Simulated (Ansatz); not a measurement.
Rows from a G0W0 calculation on WSSe/WSSe (multilayer of trigonal-prismatic sheets) (Ansatz 0.2.0; G0W0 on LDA, plane waves, PAW; PAW set soft_1; 9×9×1 mesh, 196 empty bands, screening to 38 eV, PAW set soft_1 files), in eV. Spin-orbit coupling is left out.

```
row                      k  band   start       Σx  Σc at the solution      Vxc
  A  (0.111, 0.222, 0.000)    c1  -4.122  -13.296              -3.226  -17.548
  B  (0.111, 0.222, 0.000)    v1  -6.132  -19.308               1.710  -18.001
  C                      Γ    c1  -2.903  -13.867              -3.645  -18.668
  D                      Γ    v2  -5.953  -18.198               1.428  -17.104
  E  (0.111, 0.222, 0.000)    c2  -3.436  -13.654              -3.429  -18.169
  F                      Γ    v1  -5.251  -18.925               1.040  -18.371
```

Question: Give the quasiparticle energies and the shift of each level.

The quasiparticle equation reads E = start + Σx + Σc(E) − Vxc.

| row | E (eV) | shift (eV) |
| --- | --- | --- |
| A | -3.097 | +1.025 |
| B | -5.729 | +0.403 |
| C | -1.748 | +1.155 |
| D | -5.618 | +0.335 |
| E | -2.349 | +1.087 |
| F | -4.766 | +0.485 |

The gap over the computed points goes from 1.13 eV to 1.67 eV.

Limits: not at the basis limit; coarse mesh for a sheet; no spin-orbit coupling.

[Paths, hosts, dates, memory and timing lines, banners, echoed tables and standing remarks are left out of the program output.]

[Logs are printed without paths, hosts, clocks, repeated set-up lines and the standing remarks that a program may print on its own settings, such as how far it seeks lower states.]

[Runs of the session that timed out or met a known fault of the program may be left out.]

[Cells called generated may have been cut or substituted from an entry of the Crystallography Open Database or the Materials Project.]

[Hosts, paths, dates, database ids (printed as entryN), source tags and the programs' standing remarks are cut or masked in the printed files.]
